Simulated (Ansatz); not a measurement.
# SnI (hypothetical, P-3m1): thermal expansion from first principles

Wanted: α(T), C_P(T) and B(T) of SnI (hypothetical) in the quasi-harmonic approximation. The compound is hypothetical: it was made by swapping elements on a known structure type.

Main program and level: Ansatz 0.2.0; DFT PBE, scalar-relativistic, plane waves, PAW.

## (1) The starting structure

The structure is trigonal, space group P-3m1 (No. 164). The conventional cell has a = 3.192 Å, b = 3.192 Å, c = 9.123 Å, α = 90.00°, β = 90.00°, γ = 120.00°. Sn has 3 I at 2.52 Å nearest. Nearest to I lie 3 Sn at 2.52 Å and 6 I at 3.19 Å. Farther neighbours and most contacts between anions are not listed.

## (2) Probe on a coarse mesh

Before spending time, one coarse run tells the gap and the pressure of the starting cell.

The input, input.yaml:

```yaml
crystal:
  lattice:
    - [3.19166, 0.0, 0.0]
    - [-1.59583, 2.76406, 0.0]
    - [0.0, 0.0, 9.12349]
  atoms:
    - { symbol: Sn, position: [0.66666667, 0.33333333, 0.63112519] }
    - { symbol: Sn, position: [0.33333333, 0.66666667, 0.36887481] }
    - { symbol: I, position: [0.66666667, 0.33333333, 0.1809483] }
    - { symbol: I, position: [0.33333333, 0.66666667, 0.8190517] }
kpoints:
  mp_grid: { grid: [6, 6, 2] }
hamiltonian:
  xc: pbe
scf:
  occupations: { method: gaussian, width: 0.1 }
output:
  forces: true
  stress: true
  eigenvalues: true
```

On the command line:

```console
$ ansatz run input.yaml --threads 4 --pin off --max-ram 16384MiB --backend cpu --events-out ev --progress --plain --runs-dir out
```

Numbers of over 12 decimals in the logs are rounded to 6 here.

Output:

```text
Engine: ansatz 0.2.0, aarch64-unknown-linux-gnu
Pseudopotentials: kind: paw
Pseudopotential: Sn, paw, valence charge 14, recommended cutoff 420 eV (normal), Sn.paw.azcp
Pseudopotential: I, paw, valence charge 17, recommended cutoff 420 eV (normal), I.paw.azcp
Functional definition: PBE
  parameter kappa = 0.804
  parameter beta = 0.066725
  exchange = pbe_x(kappa = kappa, mu = beta*pi^2/3)
  correlation = pbe_c(beta = beta)
Crystal: 4 atoms, lattice volume = 80.487 Å³
Basis set: ecut = 420 eV, 1591 PW (Γ), exchange–correlation on 48×48×128 points (8 copies of the dense FFT grid, shifted against one another)
Bands: 38, of which v1, the nominal top of the filled ones, is band 31 counted from 1 (30 counted from 0)
Symmetry: 12 space group operations
Space group: P-3m1 (ITA 164), of the structure as read, at distance tolerance 4.3e-5 Å
k-points: 14 of 72
Non-local potential: Sn, projectors of the file, l = 0: 2, l = 1: 2, l = 2: 2, l = 3: 2
Non-local potential: I, projectors of the file, l = 0: 2, l = 1: 2, l = 2: 2, l = 3: 2
PAW form: soft (Blöchl's): semilocal exchange-correlation on the pseudo side does not see the compensation charge
PAW one-centre angular grid: Sn, 590 points (default); XC on 64 Gauss nodes
PAW one-centre angular grid: I, 590 points (default); XC on 64 Gauss nodes
Initial density: superposition of atomic densities (neutral atoms: chi_scale 0, normalization atom), corrected by the library's trained network
Initial wavefunctions: pseudopotential atomic-orbital guess
Functional: x = pbe(κ = 0.804, μ = 0.219515), c = pbe(β = 0.066725)
SCF iter   1: F=—  HF=-27064.296651 eV  |F-HF|=—  |Δ(HF+E_count)|=         —  Δρ=7.41e-3  dr2=1.92e-1  ethr=1.77e-3  ⟨swp⟩=11.1  Hψ=2974  notcnv=0
preconditioner: auto → Kerker (q_TF=auto, 2.612 Å⁻¹)  [metal: Δε(μ)=0.075 eV  Ē_g=18.464 eV  σ=0.100 eV  W_gap=0.38  n_scr=24 (ndim 8)  ℏωp=26.8 eV  f_vac=0.007  D(μ)=2.46/eV (n_scr^D=12)]
SCF iter   2: F=—  HF=-27064.280643 eV  |F-HF|=—  |Δ(HF+E_count)|=   1.60e-2  Δρ=4.64e-3  dr2=8.50e-2  ethr=3.09e-4  ⟨swp⟩=1.1  Hψ=646  notcnv=0  defer=1
SCF iter   3: F=—  HF=-27064.269664 eV  |F-HF|=—  |Δ(HF+E_count)|=   1.10e-2  Δρ=1.38e-3  dr2=8.58e-3  ethr=1.37e-4  ⟨swp⟩=2.1  Hψ=650  notcnv=0  defer=1
SCF iter   4: F=—  HF=-27064.268467 eV  |F-HF|=—  |Δ(HF+E_count)|=   1.20e-3  Δρ=7.20e-4  dr2=1.35e-3  ethr=1.38e-5  ⟨swp⟩=2.5  Hψ=789  notcnv=0  defer=1
SCF iter   5: F=—  HF=-27064.268369 eV  |F-HF|=—  |Δ(HF+E_count)|=   9.82e-5  Δρ=2.85e-4  dr2=1.73e-4  ethr=2.18e-6  ⟨swp⟩=2.0  Hψ=567  notcnv=0  defer=1
SCF iter   6: F=—  HF=-27064.268383 eV  |F-HF|=—  |Δ(HF+E_count)|=   1.38e-5  Δρ=7.80e-5  dr2=7.02e-6  ethr=2.79e-7  ⟨swp⟩=2.0  Hψ=615  notcnv=0  defer=1
SCF iter   7: F=—  HF=-27064.268382 eV  |F-HF|=—  |Δ(HF+E_count)|=   5.94e-7  Δρ=2.88e-5  dr2=3.62e-7  ethr=1.13e-8  ⟨swp⟩=3.0  Hψ=967  notcnv=0  defer=6
SCF iter   8: F=-27064.268382 eV  HF=-27064.268382 eV  |F-HF|=1.95e-8  |Δ(HF+E_count)|=   1.60e-7  Δρ=7.42e-6  dr2=4.01e-8  ethr=1.61e-10  ⟨swp⟩=11.6  Hψ=2463  notcnv=0
SCF 1 converged in 8 iterations: F = -27064.268382 eV  dr2 = 4.01e-8
  greatest PAW one-centre occupation: 0.999 electrons in one spin orbital (limit 2), on the I atom at site 3 (counted from 0), in its partial waves of l = 2
SCF converged after 8 iterations
Free energy (F): -27064.268382 eV
Harris-Foulkes:  -27064.268382 eV  (|F-HF|=1.95e-8)
Internal energy: -27064.257959 eV  (E = F + TS)
E sigma→0 (E₀):  -27064.263171 eV
Entropy (-TS):   -0.010423 eV (-2.606 meV/atom)
Fermi energy:    17.835756 eV
--- Per-component energies (eV) ---
  E_band       = -455.819322
  E_kinetic    = 794.227160
  E_local      = -4357.855297  (includes V_loc(G=0)·N_el)
  E_nonlocal   = -242.868101
  E_hartree    = 2682.260404
  E_xc         = -1039.883950
  E_vxc        = -474.190582  (∫ρ·V_xc dr)
  E_paw        = -17904.052304  (= ΣΔE_a)
  E_vpaw       = -1539.660588  (= ΣTr[D̂ρ^β])
  E_aug_tail   = -0.000006  (compensation charges beyond the density's cutoff)
  E_ewald      = -6996.085866
  E_smearing   = -0.010423  (= −TS)
  E_closure    = -0.000000  (closes the sum)
  Σ components = -27064.268382   (vs F -27064.268382, Δ=0.00e0)
--- Forces (eV/Å), atoms counted from 1 ---
  atom   1  Sn    -0.00000000     0.00000000    -8.40322190
  atom   2  Sn     0.00000000    -0.00000000     8.40322190
  atom   3  I     -0.00000000     0.00000000   -10.42152479
  atom   4  I      0.00000000    -0.00000000    10.42152479
  max |Σ_I F_I| component: 3.55e-15 eV/Å
--- Stress (GPa, compression-positive) ---
       73.375394      -0.000000       0.000000
       -0.000000      73.375394       0.000000
        0.000000       0.000000      88.677108
  P = ⅓ Tr σ = 78.4760 GPa (784.760 kbar)
--- Band table (eV; the first three rows and the last of 14) ---
  k-point 0: bands = [... 27 lower, 16.8720, 16.8720, 17.5290, 21.1265, 22.2657, 22.3108, 22.5435, 22.5435, ... 3 higher]
  k-point 1: bands = [... 27 lower, 16.7417, 16.8257, 16.8257, 22.0072, 22.3349, 22.4663, 22.4663, 23.0460, ... 3 higher]
  k-point 2: bands = [... 27 lower, 15.6851, 15.9703, 17.6669, 19.9943, 20.7073, 21.5120, 22.1153, 22.3183, ... 3 higher]
  k-point 13: bands = [... 27 lower, 11.6795, 13.8079, 13.8079, 15.0918, 16.7302, 19.5601, 19.5601, 21.9363, ... 3 higher]
```

Run time: 1.4 s. Hardware: 4 threads of Arm Neoverse V1, shared host; peak memory 0.39 GiB; 3.5 s of CPU time.

Reading the cycles: dr2 is the Hartree energy of the density residual (eV), the measure of convergence; HF is the Harris–Foulkes estimate of the energy, which meets the free energy F at convergence.

This step gave:

| Property | Result |
| --- | --- |
| pressure | 78.48 GPa |
| volume per atom | 20.12 Å³ |
| gap on the k-mesh | 0 eV |

Force by atom:

```tsv
atom	x (eV/Å)	y (eV/Å)	z (eV/Å)	size
Sn1	0.0	0.0	-8.4	8.4
Sn2	0.0	0.0	8.4	8.4
I3	0.0	0.0	-10.4	10.4
I4	0.0	0.0	10.4	10.4
```

The start is under 78 GPa at this level and looks like a metal on this mesh.

## (3) A loose first relaxation

The start is far from rest, so a relaxation with loose thresholds first brings it near the minimum.

Edit input.yaml of step 2 so:

```diff
@@ -11,3 +11,3 @@
 kpoints:
-  mp_grid: { grid: [6, 6, 2] }
+  mp_grid: { grid: [9, 9, 2] }
 hamiltonian:
@@ -20 +20,6 @@
   eigenvalues: true
+relax:
+  adjacent_minimum: "off"
+  f_tol: 0.05
+  max_steps: 80
+  cell: { stress_tol: 0.5 }
```

Output:

```text
[...]
Crystal: 4 atoms, lattice volume = 80.487 Å³
Basis set: ecut = 420 eV, 1591 PW (Γ), exchange–correlation on 48×48×128 points (8 copies of the dense FFT grid, shifted against one another)
Bands: 38, of which v1, the nominal top of the filled ones, is band 31 counted from 1 (30 counted from 0)
Symmetry: 12 space group operations
[...]
k-points: 24 of 162
[...]
SCF iter   1: F=—  HF=-27064.441332 eV  |F-HF|=—  |Δ(HF+E_count)|=         —  Δρ=7.34e-3  dr2=2.13e-1  ethr=1.77e-3  ⟨swp⟩=11.0  Hψ=5180  notcnv=0
[...]
SCF iter   8: F=-27064.410839 eV  HF=-27064.410839 eV  |F-HF|=6.99e-9  |Δ(HF+E_count)|=   9.98e-8  Δρ=7.97e-6  dr2=3.66e-8  ethr=1.61e-10  ⟨swp⟩=12.0  Hψ=4723  notcnv=0
SCF 1 converged in 8 iterations: F = -27064.410839 eV  dr2 = 3.66e-8
[...]
relax step   1: F+E_penalty+E_count = -27064.41083888 eV  Δ(F+E_penalty+E_count) = +0.000e0 eV  max|allowed force component| = 1.046e1 eV/Å  Δτ_max = 0.0000 Å  P = +77.470 GPa  Ω = 80.487 Å³  (8 SCF iters, dr2 threshold 1.00e-7 eV, accepted)
Crystal: 4 atoms, lattice volume = 92.245 Å³
Basis set: ecut = 420 eV, 1819 PW (Γ), exchange–correlation on 48×48×128 points (8 copies of the dense FFT grid, shifted against one another)
[...]
iter 1 solved again at ethr=2.61e-3 eV; its pass at ethr=3.10e-3 eV (dr2=1.62e0 eV) is discarded
[...]
SCF iter   9: F=-27071.192322 eV  HF=-27071.192322 eV  |F-HF|=1.21e-8  |Δ(HF+E_count)|=   3.74e-7  Δρ=7.72e-6  dr2=9.40e-8  ethr=6.45e-10  ⟨swp⟩=11.8  Hψ=4121  notcnv=0
SCF 2 converged in 9 iterations: F = -27071.192322 eV  dr2 = 9.40e-8
relax step   2: F+E_penalty+E_count = -27071.19232204 eV  Δ(F+E_penalty+E_count) = -6.781e0 eV  max|allowed force component| = 2.236e0 eV/Å  Δτ_max = 0.1936 Å  P = +29.988 GPa  Ω = 92.245 Å³  energy of the carried Pulay correction = -7.545e-3 eV  (9 SCF iters, dr2 threshold 4.00e-7 eV, accepted)
Crystal: 4 atoms, lattice volume = 105.238 Å³
Basis set: ecut = 420 eV, 2055 PW (Γ), exchange–correlation on 48×48×128 points (8 copies of the dense FFT grid, shifted against one another)
SCF iter   1: F=—  HF=-27073.628269 eV  |F-HF|=—  |Δ(HF+E_count)|=         —  Δρ=1.84e-2  dr2=5.11e0  ethr=3.10e-3  ⟨swp⟩=9.1  Hψ=4586  notcnv=0  defer=1
[...]
SCF iter   9: F=-27072.992173 eV  HF=-27072.992173 eV  |F-HF|=3.19e-8  |Δ(HF+E_count)|=   2.65e-6  Δρ=1.26e-5  dr2=2.83e-7  ethr=6.45e-10  ⟨swp⟩=13.1  Hψ=4855  notcnv=0
SCF 3 converged in 9 iterations: F = -27072.992173 eV  dr2 = 2.83e-7
relax step   3: F+E_penalty+E_count = -27072.99217278 eV  Δ(F+E_penalty+E_count) = -1.800e0 eV  max|allowed force component| = 1.016e0 eV/Å  Δτ_max = 0.0832 Å  P = +14.758 GPa  Ω = 105.238 Å³  energy of the carried Pulay correction = -1.478e-2 eV  (9 SCF iters, dr2 threshold 4.00e-7 eV, accepted)
[... from here on, the SCF cycles and remarks between the steps are left out ...]
relax step   4: F+E_penalty+E_count = -27073.80673285 eV  Δ(F+E_penalty+E_count) = -8.146e-1 eV  max|allowed force component| = 3.552e-1 eV/Å  Δτ_max = 0.0158 Å  P = +6.376 GPa  Ω = 118.055 Å³  energy of the carried Pulay correction = -2.101e-2 eV  (8 SCF iters, dr2 threshold 4.00e-7 eV, accepted)
relax step   5: F+E_penalty+E_count = -27074.05251697 eV  Δ(F+E_penalty+E_count) = -2.458e-1 eV  max|allowed force component| = 1.561e-1 eV/Å  Δτ_max = 0.0233 Å  P = +0.487 GPa  Ω = 130.062 Å³  energy of the carried Pulay correction = -2.618e-2 eV  (8 SCF iters, dr2 threshold 4.00e-7 eV, accepted)
relax step   6: F+E_penalty+E_count = -27074.05520974 eV  Δ(F+E_penalty+E_count) = -2.693e-3 eV  max|allowed force component| = 8.551e-2 eV/Å  Δτ_max = 0.0069 Å  P = +0.003 GPa  Ω = 130.892 Å³  energy of the carried Pulay correction = -2.652e-2 eV  (6 SCF iters, dr2 threshold 4.00e-7 eV, accepted)
relax step   7: F+E_penalty+E_count = -27074.05714851 eV  Δ(F+E_penalty+E_count) = -1.939e-3 eV  max|allowed force component| = 2.662e-2 eV/Å  Δτ_max = 0.0173 Å  P = +0.084 GPa  Ω = 130.531 Å³  energy of the carried Pulay correction = -2.637e-2 eV  (6 SCF iters, dr2 threshold 4.00e-7 eV, accepted)
relax step   8: F+E_penalty+E_count = -27074.24479674 eV  Δ(F+E_penalty+E_count) = -1.876e-1 eV  max|allowed force component| = 2.886e-2 eV/Å  Δτ_max = 0.0000 Å  P = +2.666 GPa  Ω = 130.531 Å³  stress off target by 3.12e0 GPa  SCF on the basis re-selected at this cell (its energy is not comparable with the rows above)  (7 SCF iters)
relax step   9: F+E_penalty+E_count = -27074.37674884 eV  Δ(F+E_penalty+E_count) = -1.320e-1 eV  max|allowed force component| = 7.446e-2 eV/Å  Δτ_max = 0.0488 Å  P = +0.658 GPa  Ω = 141.573 Å³  energy of the carried Pulay correction = -1.758e-3 eV  (7 SCF iters, dr2 threshold 4.00e-7 eV, accepted)
relax step  10: F+E_penalty+E_count = -27074.43480530 eV  Δ(F+E_penalty+E_count) = -5.806e-2 eV  max|allowed force component| = 9.564e-2 eV/Å  Δτ_max = 0.1276 Å  P = -0.217 GPa  Ω = 153.170 Å³  energy of the carried Pulay correction = -3.752e-3 eV  (8 SCF iters, dr2 threshold 4.00e-7 eV, accepted)
relax step  11: F+E_penalty+E_count = -27074.47817431 eV  Δ(F+E_penalty+E_count) = -4.337e-2 eV  max|allowed force component| = 1.308e-1 eV/Å  Δτ_max = 0.1442 Å  P = -0.482 GPa  Ω = 161.602 Å³  energy of the carried Pulay correction = -5.259e-3 eV  (8 SCF iters, dr2 threshold 4.00e-7 eV, accepted)
relax step  12: F+E_penalty+E_count = -27074.49745394 eV  Δ(F+E_penalty+E_count) = -1.928e-2 eV  max|allowed force component| = 1.967e-1 eV/Å  Δτ_max = 0.1672 Å  P = -0.437 GPa  Ω = 170.135 Å³  energy of the carried Pulay correction = -6.840e-3 eV  (7 SCF iters, dr2 threshold 4.00e-7 eV, accepted)
relax step  13: F+E_penalty+E_count = -27074.52770592 eV  Δ(F+E_penalty+E_count) = -3.025e-2 eV  max|allowed force component| = 6.829e-2 eV/Å  Δτ_max = 0.0804 Å  P = +0.118 GPa  Ω = 161.974 Å³  energy of the carried Pulay correction = -5.313e-3 eV  (7 SCF iters, dr2 threshold 4.00e-7 eV, accepted)
relax step  14: F+E_penalty+E_count = -27074.53091921 eV  Δ(F+E_penalty+E_count) = -3.213e-3 eV  max|allowed force component| = 1.090e-1 eV/Å  Δτ_max = 0.0583 Å  P = -0.218 GPa  Ω = 163.982 Å³  energy of the carried Pulay correction = -5.675e-3 eV  (7 SCF iters, dr2 threshold 2.91e-7 eV, accepted)
relax step  15: F+E_penalty+E_count = -27074.53478637 eV  Δ(F+E_penalty+E_count) = -3.867e-3 eV  max|allowed force component| = 8.249e-3 eV/Å  Δτ_max = 0.0221 Å  P = -0.065 GPa  Ω = 163.493 Å³  energy of the carried Pulay correction = -5.581e-3 eV  (6 SCF iters, dr2 threshold 4.00e-7 eV, accepted)
relax step  16: F+E_penalty+E_count = -27074.53551878 eV  Δ(F+E_penalty+E_count) = -7.324e-4 eV  max|allowed force component| = 4.217e-3 eV/Å  Δτ_max = 0.0127 Å  P = -0.054 GPa  Ω = 162.681 Å³  energy of the carried Pulay correction = -5.425e-3 eV  (7 SCF iters, accepted)
relax step  17: F+E_penalty+E_count = -27074.53922488 eV  Δ(F+E_penalty+E_count) = -3.706e-3 eV  max|allowed force component| = 8.733e-3 eV/Å  Δτ_max = 0.1260 Å  P = +0.169 GPa  Ω = 154.700 Å³  energy of the carried Pulay correction = -3.913e-3 eV  (9 SCF iters, accepted)
relax step  18: F+E_penalty+E_count = -27074.53914324 eV  Δ(F+E_penalty+E_count) = +8.164e-5 eV  max|allowed force component| = 6.224e-3 eV/Å  Δτ_max = 0.0475 Å  P = -0.035 GPa  Ω = 158.201 Å³  energy of the carried Pulay correction = -4.566e-3 eV  (8 SCF iters, accepted)
Basis set: ecut = 420 eV, 3135 PW (Γ), exchange–correlation on 60×60×144 points (8 copies of the dense FFT grid, shifted against one another)
[...]
SCF iter   6: F=-27074.558111 eV  HF=-27074.558111 eV  |F-HF|=1.14e-9  |Δ(HF+E_count)|=  7.31e-10  Δρ=7.33e-7  dr2=9.59e-10  ethr=6.45e-12  ⟨swp⟩=7.2  Hψ=4748  notcnv=0
SCF 19 converged in 6 iterations: F = -27074.558111 eV  dr2 = 9.59e-10
relax step  19: F+E_penalty+E_count = -27074.55811120 eV  Δ(F+E_penalty+E_count) = -1.897e-2 eV  max|allowed force component| = 7.005e-3 eV/Å  Δτ_max = 0.0000 Å  P = +0.200 GPa  Ω = 158.201 Å³  stress off target by 3.42e-1 GPa  SCF on the basis re-selected at this cell (its energy is not comparable with the rows above)  (6 SCF iters)
[...]
SCF converged after 6 iterations
Free energy (F): -27074.558111 eV
[...]
Internal energy: -27074.543168 eV  (E = F + TS)
E sigma→0 (E₀):  -27074.550639 eV
Entropy (-TS):   -0.014944 eV (-3.736 meV/atom)
Fermi energy:    6.682561 eV
[...]
--- Forces (eV/Å), atoms counted from 1 ---
  atom   1  Sn     0.00000000     0.00000000    -0.00344373
  atom   2  Sn    -0.00000000    -0.00000000     0.00344373
  atom   3  I      0.00000000     0.00000000     0.00700451
  atom   4  I     -0.00000000    -0.00000000    -0.00700451
  max |Σ_I F_I| component: 1.04e-17 eV/Å
--- Stress (GPa, compression-positive) ---
        0.341552      -0.000000       0.000000
       -0.000000       0.341552      -0.000000
        0.000000      -0.000000      -0.082107
  P = ⅓ Tr σ = 0.2003 GPa (2.003 kbar)
--- Band table (eV; the first three rows and the last of 24) ---
  k-point 0: bands = [... 27 lower, 4.6229, 4.6229, 5.1502, 7.0922, 7.3340, 7.3340, 9.1832, 9.1832, ... 3 higher]
  k-point 1: bands = [... 27 lower, 4.4694, 4.5442, 4.5442, 7.2996, 7.3461, 7.3461, 9.1961, 9.1961, ... 3 higher]
  k-point 2: bands = [... 27 lower, 4.2842, 4.5518, 5.0771, 7.1169, 7.1694, 7.4525, 8.9933, 9.4752, ... 3 higher]
  k-point 23: bands = [... 27 lower, 2.9018, 3.8627, 3.8627, 5.1603, 7.5826, 7.5826, 8.7502, 11.2838, ... 3 higher]
--- Relaxed structure (17 steps of the walk, 17 accepted, 2 SCFs on fresh bases) ---
  F+E_penalty+E_count = -27074.55811120 eV   max|allowed force component| = 7.005e-3 eV/Å   (the final SCF, on the basis selected at the relaxed cell)
  cell:  # Å, volume = 158.2006 Å³
    - [4.353753, 0, 9.931276328665933e-17]
    - [-2.176877, 3.770461, -4.965638164332966e-17]
    - [2.8388950572709443e-16, 0, 9.637177]
  atoms:
    - { symbol: Sn, position: [0.666667, 0.333333, 0.591664] }
    - { symbol: Sn, position: [0.333333, 0.666667, 0.408336] }
    - { symbol: I, position: [0.666667, 0.333333, 0.194929] }
    - { symbol: I, position: [0.333333, 0.666667, 0.805071] }
```

It took 36 s on 4 threads; peak memory 0.56 GiB; 2.2 min of CPU time.

Step by step:

```tsv
step	energy less that of the first step (eV)	largest force component (eV/Å)	pressure (GPa)	volume (Å³)
1	0.0000	10.4610	77.47	80.49
2	-6.7815	2.2364	29.99	92.24
3	-8.5813	1.0164	14.76	105.24
4	-9.3959	0.3552	6.38	118.05
5	-9.6417	0.1561	0.49	130.06
6	-9.6444	0.0855	0.00	130.89
7	-9.6463	0.0266	0.08	130.53
8*	-9.8340	0.0289	2.67	130.53
9	-9.9659	0.0745	0.66	141.57
10	-10.0240	0.0956	-0.22	153.17
11	-10.0673	0.1308	-0.48	161.60
12	-10.0866	0.1967	-0.44	170.14
13	-10.1169	0.0683	0.12	161.97
14	-10.1201	0.1090	-0.22	163.98
15	-10.1239	0.0082	-0.07	163.49
16	-10.1247	0.0042	-0.05	162.68
17	-10.1284	0.0087	0.17	154.70
18	-10.1283	0.0062	-0.04	158.20
19*	-10.1473	0.0070	0.20	158.20
```

Relaxation steps marked * repeat the geometry before them on a plane-wave basis chosen anew for their cell, so energy and pressure can jump there.

The run keeps the 12 symmetry operations that it works with, so distortions that break them were not tested.

```tsv
cell as run	before	after	change
a (Å)	3.192	4.354	+36.4 %
b (Å)	3.192	4.354	+36.4 %
c (Å)	9.123	9.637	+5.6 %
volume (Å³/atom)	20.12	39.55	+96.6 %
```

The atoms that moved most (Å, as changes of fractional coordinates times the final cell):

```tsv
atom	dx	dy	dz	length
Sn2	0.000	0.000	0.380	0.380
Sn1	0.000	0.000	-0.380	0.380
I4	0.000	0.000	-0.135	0.135
I3	0.000	0.000	0.135	0.135
```

The relaxed structure:

```cif
data_structure
_symmetry_space_group_name_H-M 'P 1'
_symmetry_Int_Tables_number 1
_cell_length_a 4.3538
_cell_length_b 4.3538
_cell_length_c 9.6372
_cell_angle_alpha 90.000
_cell_angle_beta 90.000
_cell_angle_gamma 120.000
_cell_volume 158.20
loop_
_atom_site_label
_atom_site_type_symbol
_atom_site_fract_x
_atom_site_fract_y
_atom_site_fract_z
_atom_site_occupancy
Sn1 Sn 0.66667 0.33333 0.59166 1
Sn2 Sn 0.33333 0.66667 0.40834 1
I3 I 0.66667 0.33333 0.19493 1
I4 I 0.33333 0.66667 0.80507 1
```

Numbers from this step:

- pressure: 0.2003 GPa
- volume per atom: 39.55 Å³

The relaxation ends with a largest force component of 0.0070 eV/Å and a pressure of 0.20 GPa.

(Part 1 of 3 ends here.)

[Logs are printed without paths, hosts, clocks, repeated set-up lines and the standing remarks that a program may print on its own settings, such as how far it seeks lower states.]

[Hosts, paths, dates, database ids (printed as entryN), source tags and the programs' standing remarks are cut or masked in the printed files.]

[A step with changed settings may run another functional than the one named; its input shows which.]

[Pressures of single members of a volume series are the stress at the run's cutoff; with an incomplete basis they can lie off −dE/dV of the same runs, and they are not shown converged.]
